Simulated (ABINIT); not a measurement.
# Quasiparticle gap of SiO2 (Stishovite) in ABINIT

Wanted: ground state, empty states, screening and self-energy for SiO2 (Stishovite).

Calculated with ABINIT 10.8.3; PBE and many-body steps on it, plane waves.

### 1. Set-up

It takes space group P4_2/mnm (No. 136, tetragonal). The conventional cell has a = 4.177 Å, b = 4.177 Å, c = 2.665 Å, α = 90.00°, β = 90.00°, γ = 90.00°. Si has 6 O at 1.76 to 1.81 Å nearest. Nearest to O lie 3 Si at 1.76 to 1.81 Å. Farther neighbours and most contacts between anions are not listed.

The cell and positions come from the Crystallography Open Database and are kept as given unless a step says otherwise.

### 2. Ground state

This step: ABINIT 10.8.3; DFT, PBE, plane waves, norm-conserving pseudopotentials.

The ground-state density comes first.

run.abi reads:

```
acell 3*1.0 Angstrom
rprim 
  4.177300000000 0.000000000000 0.000000000000
  0.000000000000 4.177300000000 0.000000000000
  0.000000000000 0.000000000000 2.665200000000
ntypat 2
znucl 14 8
natom 6
typat 1 1 2 2 2 2
xred 
  0.000000000000 0.000000000000 0.000000000000
  0.500000000000 0.500000000000 0.500000000000
  0.305900000000 0.305900000000 0.000000000000
  0.194100000000 0.805900000000 0.500000000000
  0.694100000000 0.694100000000 0.000000000000
  0.805900000000 0.194100000000 0.500000000000
pp_dirpath "pseudos"
pseudos "Si.upf, O.upf"
ecut 36
ngkpt 6 6 8
nshiftk 1
shiftk 0 0 0
kptopt 1
chksymbreak 0
nband 23
occopt 1
tolvrs 1e-10
nstep 60
prtwf 0
optforces 0
optstress 0
indata_prefix "in"
outdata_prefix "out"
tmpdata_prefix "tmp"
```

Launch:

```sh
OMP_NUM_THREADS=1 mpirun -n 8 abinit run.abi > log
```

Numbers of over 12 decimals in the logs are rounded to 6 here.

Output:

```text
.Version 10.8.3 of ABINIT. v10.8.2 released Aug 2026.

 Symmetries : space group P4_2/m n m (#136); Bravais tP (primitive tetrag.)
================================================================================
 Values of the parameters that define the memory need of the present run
     intxc =       0    ionmov =       0      iscf =       7    lmnmax =       6
     lnmax =       6     mgfft =      45  mpssoang =       3    mqgrid =    3001
     natom =       6  nloc_mem =       1    nspden =       1   nspinor =       1
    nsppol =       1      nsym =      16    n1xccc =    2501    ntypat =       2
    occopt =       1   xclevel =       2
-    mband =          23        mffmem =           1         mkmem =           7
       mpw =        3254          nfft =       60750          nkpt =          50
================================================================================
  Rough estimation (10% accuracy) of disk space for files :
================================================================================

--------------------------------------------------------------------------------
------------- Echo of variables that govern the present computation ------------
--------------------------------------------------------------------------------
 -outvars: echo values of preprocessed input variables --------
            acell      1.8897261259E+00  1.8897261259E+00  1.8897261259E+00 Bohr

      chksymbreak           0
             ecut      3.60000000E+01 Hartree
-          fftalg         312

              ixc     -101130
              kpt      0.00000000E+00  0.00000000E+00  0.00000000E+00
                       1.66666667E-01  0.00000000E+00  0.00000000E+00
                       3.33333333E-01  0.00000000E+00  0.00000000E+00
                       5.00000000E-01  0.00000000E+00  0.00000000E+00
                       1.66666667E-01  1.66666667E-01  0.00000000E+00
                       3.33333333E-01  1.66666667E-01  0.00000000E+00
                       5.00000000E-01  1.66666667E-01  0.00000000E+00
                       3.33333333E-01  3.33333333E-01  0.00000000E+00
                       5.00000000E-01  3.33333333E-01  0.00000000E+00
   [... 39 further rows ...]
                       5.00000000E-01  3.33333333E-01  5.00000000E-01
                       5.00000000E-01  5.00000000E-01  5.00000000E-01
         kptrlatt        6    0    0      0    6    0      0    0    8
          kptrlen      4.02919846E+01
P           mkmem           7
            natom           6
            nband          23
            ngfft          45      45      30
             nkpt          50
            nstep          60
             nsym          16
           ntypat           2
              occ      2.000000  2.000000  2.000000  2.000000  2.000000  2.000000
                       2.000000  2.000000  2.000000  2.000000  2.000000  2.000000
                       2.000000  2.000000  2.000000  2.000000  0.000000  0.000000
                       0.000000  0.000000  0.000000  0.000000  0.000000
        optforces           0
        optstress           0
            prtwf           0
            rprim      4.1773000000E+00  0.0000000000E+00  0.0000000000E+00
[...]
spgroup         136

           tolvrs      1.00000000E-10

             xred      0.0000000000E+00  0.0000000000E+00  0.0000000000E+00
[...]
znucl       14.00000    8.00000

================================================================================

 chkinp: Checking input parameters for consistency.

================================================================================
== DATASET  1 ==================================================================
-   mpi_nproc: 8, omp_nthreads: 1 (-1 if OMP is not activated)

--- !DatasetInfo
iteration_state: {dtset: 1, }
dimensions: {natom: 6, nkpt: 50, mband: 23, nsppol: 1, nspinor: 1, nspden: 1, mpw: 3254, }
cutoff_energies: {ecut:  36.0, pawecutdg:  -1.0, }
electrons: {nelect:   3.20000000E+01, charge:   0.00000000E+00, occopt:   1.00000000E+00, tsmear:   1.00000000E-02, }

 Real(R)+Recip(G) space primitive vectors, cartesian coordinates (Bohr,Bohr^-1):
 R(1)=  7.8939529  0.0000000  0.0000000  G(1)=  0.1266792  0.0000000  0.0000000
 R(2)=  0.0000000  7.8939529  0.0000000  G(2)=  0.0000000  0.1266792  0.0000000
 R(3)=  0.0000000  0.0000000  5.0364981  G(3)=  0.0000000  0.0000000  0.1985507
 Unit cell volume ucvol=  3.1384682E+02 bohr^3
 Angles (23,13,12)=  9.00000000E+01  9.00000000E+01  9.00000000E+01 degrees

 getcut: wavevector=  0.0000  0.0000  0.0000  ngfft=  45  45  30
         ecut(hartree)=     36.000   => boxcut(ratio)=   2.06368

--- Pseudopotential description ------------------------------------------------
- Si Generated using ONCVPSP code by D. R. Hamann
- 14.00000   4.00000  171031                  znucl, zion, pspdat
12 -101130 2 -1 1510                          pspcod,pspxc,lmax,lloc,mmax
     nproj     2     2     2
  pspatm : epsatm=    9.34321561
         --- l  ekb(1:nproj) -->
[...]
pspatm: atomic psp has been read  and splines computed

- O Generated using ONCVPSP code by D. R. Hamann
-  8.00000   6.00000  171031                  znucl, zion, pspdat
12 -101130 2 -1 936                           pspcod,pspxc,lmax,lloc,mmax
     nproj     2     2     1
  pspatm : epsatm=    6.19545534
         --- l  ekb(1:nproj) -->
[...]
2   -1.331955
 pspatm: atomic psp has been read  and splines computed

   1.39098408E+03                                ecore*ucvol(ha*bohr**3)
--------------------------------------------------------------------------------

_setup2: Arith. and geom. avg. npw (full set) are    3237.045    3237.034

================================================================================

--- !BeginCycle
iteration_state: {dtset: 1, }
solver: {iscf: 7, nstep: 60, nline: 4, wfoptalg: 0, }
tolerances: {tolvrs: 1.00E-10, }

     iter   Etot(hartree)      deltaE(h)  residm     vres2
 ETOT  1  -74.569188414245    -7.457E+01 7.763E-02 5.363E+02
 ETOT  2  -74.672149267115    -1.030E-01 1.202E-02 4.000E+02
 ETOT  3  -74.864252307588    -1.921E-01 9.662E-03 8.402E-01
 ETOT  4  -74.864797475181    -5.452E-04 3.806E-03 9.094E-03
 ETOT  5  -74.864798896146    -1.421E-06 2.856E-03 3.402E-04
 ETOT  6  -74.864798935009    -3.886E-08 2.850E-03 1.061E-05
 ETOT  7  -74.864798936891    -1.882E-09 9.666E-04 5.060E-07
 ETOT  8  -74.864798936999    -1.078E-10 5.745E-04 3.597E-09
 ETOT  9  -74.864798936999    -2.132E-13 1.621E-04 1.127E-10
 ETOT 10  -74.864798936998     4.121E-13 2.198E-04 4.710E-13

 At SCF step   10       vres2   =  4.71E-13 < tolvrs=  1.00E-10 =>converged.

--- !ResultsGS
iteration_state: {dtset: 1, }
comment   : Summary of ground state results
lattice_vectors:
- [  7.8939529,   0.0000000,   0.0000000, ]
- [  0.0000000,   7.8939529,   0.0000000, ]
- [  0.0000000,   0.0000000,   5.0364981, ]
lattice_lengths: [   7.89395,    7.89395,    5.03650, ]
lattice_angles: [ 90.000,  90.000,  90.000, ] # degrees, (23, 13, 12)
lattice_volume:   3.1384682E+02
convergence: {deltae:  4.121E-13, res2:  4.710E-13, residm:  2.198E-04, diffor:  0.000E+00, }
etotal    :  -7.48647989E+01
entropy   :   0.00000000E+00
fermie    :   2.51031542E-01
cartesian_stress_tensor: null
pressure_GPa: null
xred      :
- [  0.0000E+00,   0.0000E+00,   0.0000E+00, Si]
- [  5.0000E-01,   5.0000E-01,   5.0000E-01, Si]
- [  3.0590E-01,   3.0590E-01,   0.0000E+00,  O]
- [  1.9410E-01,   8.0590E-01,   5.0000E-01,  O]
- [  6.9410E-01,   6.9410E-01,   0.0000E+00,  O]
- [  8.0590E-01,   1.9410E-01,   5.0000E-01,  O]
cartesian_forces: null
force_length_stats: {min: null, max: null, mean: null, }

 Integrated electronic density in atomic spheres:
 ------------------------------------------------
 Atom  Sphere_radius  Integrated_density
[...]
================================================================================

 ----iterations are completed or convergence reached----

 Mean square residual over all n,k,spin=   16.535E-07; max=  21.979E-05
 reduced coordinates (array xred) for    6 atoms
[...]
0.500000000000      0.500000000000      0.500000000000
       0.305900000000      0.305900000000      0.000000000000
       0.194100000000      0.805900000000      0.500000000000
       0.694100000000      0.694100000000      0.000000000000
       0.805900000000      0.194100000000      0.500000000000
 rms dE/dt=  0.0000E+00; max dE/dt=  0.0000E+00; dE/dt below (all hartree)
    1       0.000000000000      0.000000000000      0.000000000000
    2       0.000000000000      0.000000000000      0.000000000000
    3       0.000000000000      0.000000000000      0.000000000000
    4       0.000000000000      0.000000000000      0.000000000000
    5       0.000000000000      0.000000000000      0.000000000000
    6       0.000000000000      0.000000000000      0.000000000000

 cartesian coordinates (angstrom) at end:
    1      0.000000     0.000000     0.000000
    2      2.088650     2.088650     1.332600
    3      1.277836     1.277836     0.000000
    4      0.810814     3.366486     1.332600
    5      2.899464     2.899464     0.000000
    6      3.366486     0.810814     1.332600
 length scales=  1.889726125908  1.889726125908  1.889726125908 bohr
              =  1.000000000000  1.000000000000  1.000000000000 angstroms
 prteigrs : about to open file out_EIG
 Fermi (or HOMO) energy (hartree) =   0.25103   Average Vxc (hartree)=  -0.44880
 Eigenvalues (hartree) for nkpt=  50  k points:
 kpt#   1, nband= 23, wtk=  0.00347, kpt=  0.0000  0.0000  0.0000 (reduced coord)
  -0.57612   -0.44238   -0.44238   -0.43351   -0.14830    0.01492    0.01492    0.02211
   0.05326    0.06318    0.13536    0.13536    0.15875    0.21854    0.21854    0.25103
   0.45999    0.49956    0.56681    0.56681    0.66193    0.68298    0.77775
 prteigrs : prtvol=0 or 1, do not print more k-points.

--- !EnergyTerms
iteration_state     : {dtset: 1, }
comment             : Components of total free energy in Hartree
kinetic             :  4.93020174063559E+01
hartree             :  1.57117769475494E+01
xc                  : -2.03760017374707E+01
Ewald energy        : -6.39508232852962E+01
psp_core            :  4.43204765820757E+00
local_psp           : -5.00270598471996E+01
non_local_psp       : -9.95675607914484E+00
total_energy        : -7.48647989369985E+01
total_energy_eV     : -2.03717496010237E+03
band_energy         : -1.95430620109491E+00

== END DATASET(S) ==============================================================
================================================================================

 -outvars: echo values of variables after computation  --------
           etotal     -7.4864798937E+01
            nband          23
             nkpt          50
          spgroup         136
 [... the other variables as echoed above ...]

 Calculation completed.
```

The job ended after 19 s (8 MPI ranks of Arm Neoverse V2, shared host; peak memory 0.67 GiB; 2.5 min of CPU time).

This step gave:

```yaml
total_energy: -2037.1750 eV
gap: 5.686 eV
k_of_the_valence_top: 0, 0, 0
k_of_the_conduction_bottom: 0, 0, 0
least_direct_gap: 5.686 eV
```

The gap is direct, at Γ.

(Continued in part 2 of 3.)

[Paths, hosts, dates, memory and timing lines, banners, echoed tables and standing remarks are left out of the program output.]

[Logs are printed without paths, hosts, clocks, repeated set-up lines and the standing remarks that a program may print on its own settings, such as how far it seeks lower states.]

[Runs of the session that timed out or met a known fault of the program may be left out.]

[Hosts, paths, dates, database ids (printed as entryN), source tags and the programs' standing remarks are cut or masked in the printed files.]

[G0W0 gaps are taken among the corrected bands and points alone; a level outside them can change the order at an edge.]

[Where Ansatz stands beside ABINIT at settings called matched, ABINIT's density can come from a denser mesh and the files from another edition; pairs whose starting gaps differed by over 0.03 eV were left out, so agreement reads better than it is.]
